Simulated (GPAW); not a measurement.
# Mg2NCl (R-3m): one start, several treatments of the self-energy, part 2 of 2

How much does the gap of Mg2NCl (R-3m) depend on the approximation to the self-energy?

GPAW 26.7.0; LDA and many-body steps on it, plane waves. Known limits of the many-body steps: not at the basis limit.

So far. Step 3 (G0W0, Godby-Needs plasmon pole): The gap on the mesh goes from 2.16 eV to 3.44 eV, a correction of +1.28 eV. Step 5 (G0W0, extrapolated in the cutoff): Against G0W0 in GPAW (4×4×4 mesh, 122 bands, screening to 96 eV, Godby-Needs plasmon pole), the gap moves by +0.263 eV.

## Step 6: One-shot PBE0

This step: one-shot PBE0 levels on LDA orbitals, plane waves, PAW.

Contents of run.py:

```python
import json
import numpy as np
from gpaw.mpi import world
from gpaw.hybrids.eigenvalues import non_self_consistent_eigenvalues

dft, vxc, vxc_hyb = non_self_consistent_eigenvalues('full.gpw', 'PBE0', 14, 18, kpt_indices=[0])
res = {'dft': dft[0], 'hybrid': (dft - vxc + vxc_hyb)[0]}
if world.rank == 0:
    with open('hybrid.txt', 'w') as f:
        for k, e0, e1 in zip([0], res['dft'], res['hybrid']):
            print(k, ' '.join(f'{x:9.4f}' for x in e0), '|', ' '.join(f'{x:9.4f}' for x in e1), file=f)

if world.rank == 0:
    with open('result.json', 'w') as f:
        json.dump(res, f, default=lambda x: x.tolist())
```

Launch:

```
mpirun -n 4 gpaw python run.py
```

Numbers of over 12 decimals in the logs are rounded to 6 here.

Log:

```text
builder.py:213: UserWarning: The angles between your unit-cell vectors are 30.6, 30.6 and 30.6 degrees.  Results may be wrong!  Please Niggli-reduce your unit-cell so that the angles are closer to 90 degrees:

  from ase.build import niggli_reduce
  niggli_reduce(atoms)
  [... matrices ...]
  warnings.warn(
builder.py:213: UserWarning: The angles between your unit-cell vectors are 30.6, 30.6 and 30.6 degrees.  Results may be wrong!  Please Niggli-reduce your unit-cell so that the angles are closer to 90 degrees:

  from ase.build import niggli_reduce
  niggli_reduce(atoms)
  [... matrices ...]
  warnings.warn(
builder.py:213: UserWarning: The angles between your unit-cell vectors are 30.6, 30.6 and 30.6 degrees.  Results may be wrong!  Please Niggli-reduce your unit-cell so that the angles are closer to 90 degrees:

  from ase.build import niggli_reduce
  niggli_reduce(atoms)
  [... matrices ...]
  warnings.warn(
builder.py:213: UserWarning: The angles between your unit-cell vectors are 30.6, 30.6 and 30.6 degrees.  Results may be wrong!  Please Niggli-reduce your unit-cell so that the angles are closer to 90 degrees:

  from ase.build import niggli_reduce
  niggli_reduce(atoms)
  [... matrices ...]
  warnings.warn(
IBZ(<points: 13, symmetries: 12>)
Occupied bands: 16
Transforming wave functions from IBZ to BZ: 0.043 seconds
Distributing wave functions and iFFT-ing to real space: 0.511 seconds
Calculating eigenvalues:
  k-points: 1
  Bands: 14-17 (inclusive)
  Seconds: 1.206 (wave-function broadcasting: 0.005 seconds)
HSE06-eigenvalue shifts:
  min: -1.106 eV
  ave: -0.020 eV
  max: 1.163 eV
```

It took 4.5 s on 4 MPI ranks of Arm Neoverse V1, shared host; peak memory 1.5 GiB; 18 s of CPU time.

This step gave:

| Quantity | Value |
| --- | --- |
| starting gap on the mesh | 2.164 eV |
| hybrid gap on the mesh | 4.236 eV |
| least direct hybrid gap on the computed points | 4.236 eV |

## Step 7: G0W0, full frequency, Hilbert transform

This step: G0W0 on LDA, plane waves, PAW.

Contents of run.py:

```python
import json
import numpy as np
from gpaw.mpi import world
from gpaw.response.g0w0 import G0W0

gw = G0W0('full.gpw',
    filename='gw',
    kpts=[0],
    bands=(14, 18),
    ecut=96,
    nbands=122,
    integrate_gamma='WS',
    frequencies={'type': 'nonlinear', 'domega0': 0.1, 'omega2': 15.0},
    eta=0.1,
    nblocksmax=True)
gw.calculate()
res = {mode: {k: v for k, v in r.items() if k != 'sigma_eskwn'}
       for mode, r in gw.all_results.items()}

if world.rank == 0:
    with open('result.json', 'w') as f:
        json.dump(res, f, default=lambda x: x.tolist())
```

Launch:

```
mpirun -n 4 gpaw python run.py
```

Log:

```text
Using integrator: PointIntegrator
NonLinearFrequencyDescriptor(from 0.000 to 156.265 eV, 295 points)
Nonperiodic BCs:  [False False False]
Using integrator: PointIntegrator
NonLinearFrequencyDescriptor(from 0.000 to 156.265 eV, 295 points)
Nonperiodic BCs:  [False False False]
  ___  _ _ _
 |   || | | |
 | | || | | |
 |__ ||_____|
 |___|

BZ k-points: Symmetries present (total): 12

  [... matrices ...]
64 k-points: 4 x 4 x 4 Monkhorst-Pack grid + [1/8,1/8,1/8]
13 k-points in the irreducible part of the Brillouin zone
[...]
Results:
f:      Occupation numbers
eps:     KS-eigenvalues [eV]
vxc:     KS vxc [eV]
exx:     Exact exchange [eV]
sigma:   Self-energies [eV]
dsigma:  Self-energy derivatives
Z:       Renormalization factors
qp:      QP-energies [eV]

k-point 0 (0): (0.000, 0.000, 0.000)                GW
band       f     eps     vxc     exx   sigma  dsigma       Z      qp
                                                                   GW
  14   1.000   4.869 -17.169 -20.780   3.097  -0.327   0.754   4.482
  15   1.000   4.869 -17.169 -20.780   3.097  -0.327   0.754   4.482
  16   0.000   7.034 -13.288  -8.785  -3.355  -0.246   0.803   7.955
  17   0.000  10.107 -11.702  -6.502  -3.971  -0.235   0.810  11.103
```

Wall time 3.9 min (4 MPI ranks); peak memory 2.1 GiB; 15 min of CPU time.

Numbers from this step:

```yaml
g0w0_gap_on_the_points_computed: 3.473 eV
least_direct_g0w0_gap_on_the_computed_points: 3.473 eV
starting_gap_on_the_mesh: 2.164 eV
k_of_the_valence_top: 0, 0, 0
k_of_the_conduction_bottom: 0, 0, 0
```

Against G0W0 in GPAW (4×4×4 mesh, 122 bands, screening to 96 eV, Godby-Needs plasmon pole), the gap moves by +0.032 eV.

## Step 8: The runs together

Times are wall times on 4 MPI ranks of Arm Neoverse V1, shared host, good to a factor of about two.

```tsv
run	mesh	bands	screening cutoff (eV)	DFT gap (eV)	gap on the mesh (eV)	direct (eV)	time
G0W0, Godby-Needs plasmon pole	4×4×4	122	96	2.164	3.441	3.441	3.2 min
one-shot HSE06	4×4×4	-	-	2.164	3.573	3.573	5.1 s
G0W0, extrapolated in the cutoff	4×4×4	-	160	2.164	3.704	3.704	10 min
one-shot PBE0	4×4×4	-	-	2.164	4.236	4.236	4.5 s
G0W0, full frequency, Hilbert transform	4×4×4	122	96	2.164	3.473	3.473	3.9 min
```

## Step 9: Results

| Item | Value |
| --- | --- |
| G0W0, Godby-Needs plasmon pole | 3.441 eV |
| one-shot HSE06 | 3.573 eV |
| G0W0, extrapolated in the cutoff | 3.704 eV |
| one-shot PBE0 | 4.236 eV |
| G0W0, full frequency, Hilbert transform | 3.473 eV |
| known limits | not at the basis limit |

**Reading.** One-shot HSE06: +0.132 eV against G0W0, Godby-Needs plasmon pole. G0W0, extrapolated in the cutoff: +0.263 eV against G0W0, Godby-Needs plasmon pole, at other bands or cutoff, so not like for like. One-shot PBE0: +0.795 eV against G0W0, Godby-Needs plasmon pole. G0W0, full frequency, Hilbert transform: +0.032 eV against G0W0, Godby-Needs plasmon pole. One-shot hybrid levels are evaluated on the LDA orbitals. Bands and cutoff are finite, so the gap is not at the basis limit. The miss can reach some tenths of an eV and take either sign; the mesh is an error of its own. These stock PAW sets were not made for GW. In the G0W0 runs levels were corrected at 1 k point alone, so a gap called «on the mesh» is the least over those, and an edge elsewhere would be missed.

[Paths, hosts, dates, memory and timing lines, banners, echoed tables and standing remarks are left out of the program output.]

[Logs are printed without paths, hosts, clocks, repeated set-up lines and the standing remarks that a program may print on its own settings, such as how far it seeks lower states.]

[Runs of the session that timed out or met a known fault of the program may be left out.]

[Hosts, paths, dates, database ids (printed as entryN), source tags and the programs' standing remarks are cut or masked in the printed files.]
